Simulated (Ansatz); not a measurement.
Consider WBr2 (1T sheet).

The cell holds 3 atoms: 1 W and 2 Br. Cell: a = 3.231 Å, b = 3.231 Å, c = 30.253 Å, α = 90.0°, β = 90.0°, γ = 120.0°. Vacuum lies along c.

```xyz
3
Lattice="2.2844 0.0000 -2.2844 -2.2844 2.2844 0.0000 17.4666 17.4666 17.4666" Properties=species:S:1:pos:R:3
W     5.5502    5.5502    5.5502
Br    5.8420    8.1264    5.8420
Br    5.2584    5.2584    2.9741
```

The structure was relaxed with PBEsol. The structure was generated from a model, not taken from a measurement. The runs that relaxed it are not among those shown. The program's search for lower electronic states was switched off, so nothing shows that the state found is the lowest. Spin-orbit coupling is left out unless a run names it. PAW set soft_2, made with PBE.

A constrained-RPA run (Ansatz 0.2.0; non-magnetic PBEsol; W t2g + anion p, bands v8 to c1, 6×6×1 mesh, medium accuracy) builds 9 functions on bands 10 eV wide, with 16.0 electrons in the window. The bare on-site interaction is 9.9 eV and the bare J 0.36 eV.

What U and J survive the screening?

On the W t2g shell, U = 2.40 eV (24 % of the bare value), U′ = 1.87 eV, J = 0.23 eV.

The parent state is non-magnetic and the interaction static (zero frequency); U depends on the window and the orbitals, so it belongs to this model alone. Spin-orbit coupling, which is strong for atoms this heavy, is left out. A window that holds the anion p bands defines a model with explicit ligands; its U belongs to that model and is not the U of DFT+U.

[Paths, hosts, dates, memory and timing lines, banners, echoed tables and standing remarks are left out of the program output.]

[Logs are printed without paths, hosts, clocks, repeated set-up lines and the standing remarks that a program may print on its own settings, such as how far it seeks lower states.]

[Runs of the session that timed out or met a known fault of the program may be left out.]

[Hosts, paths, dates, database ids (printed as entryN), source tags and the programs' standing remarks are cut or masked in the printed files.]
